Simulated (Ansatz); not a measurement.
Computed results, one entry a study.

```json
{"subject": "From HSE06 to G0W0: KCl (Sylvite)", "lattice_ang": [[0.0, 3.1465, 3.1465], [3.1465, 0.0, 3.1465], [3.1465, 3.1465, 0.0]], "atoms": [["K", 0.0, 0.0, 0.0], ["Cl", 0.5, 0.5, 0.5]], "method": "G0W0 on HSE06, plane waves, PAW (and 1 further level or step)", "program": "Ansatz 0.2.0", "settings_of_one_run": "cutoff 420 eV, 4×4×4 k-mesh, default PAW, empty bands 185, screening cutoff 120 eV, screening contour deformation, QP bands (v2, c2)", "cost": "2 runs, 24 s in all on 1 × NVIDIA H100 80GB HBM3 (shared by 6 runs) with 3 threads of AMD EPYC 7R13 (Zen 3), shared host (the runs of this entry)", "notes": "In doubt: masses and optical values from hybrid runs of this build are listed as unsure (in some of the runs), which bears on the screening that GW takes from such a start. The cell and positions come from the Crystallography Open Database and are kept as given unless a step says otherwise.", "results": {"hse06_gap_over_mesh_and_listed_points": "6.499 eV, direct, at k = Γ", "g0w0_hse06_gap_over_all_8_irreducible_mesh_points": "8.490 eV, direct, at k = Γ", "gw_settings": "4×4×4 mesh, 185 empty bands, screening to 120 eV", "known_limits": "finite bands, screening cutoff and k mesh; no spin-orbit coupling in G0W0"}}
```

```json
{"subject": "From PBE to G0W0: KCl (Sylvite)", "lattice_ang": [[0.0, 3.1465, 3.1465], [3.1465, 0.0, 3.1465], [3.1465, 3.1465, 0.0]], "atoms": [["K", 0.0, 0.0, 0.0], ["Cl", 0.5, 0.5, 0.5]], "method": "DFT, PBE, plane waves, PAW (and 1 further level or step)", "program": "Ansatz 0.2.0", "settings_of_one_run": "cutoff 420 eV, 6×6×6 k-mesh, smearing width 0.02 eV, default PAW", "cost": "2 runs, 18 s in all on 1 × NVIDIA H100 80GB HBM3 (shared by 6 runs) with 3 threads of AMD EPYC 7R13 (Zen 3), shared host (the runs of this entry)", "notes": "The cell and positions come from the Crystallography Open Database and are kept as given unless a step says otherwise. From 73 bands and 60 eV to 408 bands and 200 eV the gap moves by 8.012 − 7.650 = +0.362 eV (rung by rung 7.650, 7.878, 8.012 eV); bands and screening cutoff rise together, so their parts are not told apart. A line in one over the bands through the two highest rungs gives 8.012 + (8.012 − 7.878) × 193 / (408 − 193) = 8.132 eV, and through the pair below 7.878 + (7.878 − 7.650) × 73 / (193 − 73) = 8.017 eV. The two differ by 0.115 eV, not under the 0.030 eV asked, so the law does not hold well over these rungs and the limit is not known.", "results": {"pbe_gap_over_mesh_and_path": "5.189 eV, direct, at k = Γ", "g0w0_pbe_gap_over_all_8_irreducible_mesh_points": "8.012 eV, direct, at k = Γ", "gw_settings": "4×4×4 mesh, 400 empty bands, screening to 200 eV", "known_limits": "finite bands, screening cutoff and k mesh; no spin-orbit coupling in G0W0"}}
```

[Paths, hosts, dates, memory and timing lines, banners, echoed tables and standing remarks are left out of the program output.]

[Logs are printed without paths, hosts, clocks, repeated set-up lines and the standing remarks that a program may print on its own settings, such as how far it seeks lower states.]

[Runs of the session that timed out or met a known fault of the program may be left out.]

[Cells called generated may have been cut or substituted from an entry of the Crystallography Open Database or the Materials Project.]

[Hosts, paths, dates, database ids (printed as entryN), source tags and the programs' standing remarks are cut or masked in the printed files.]
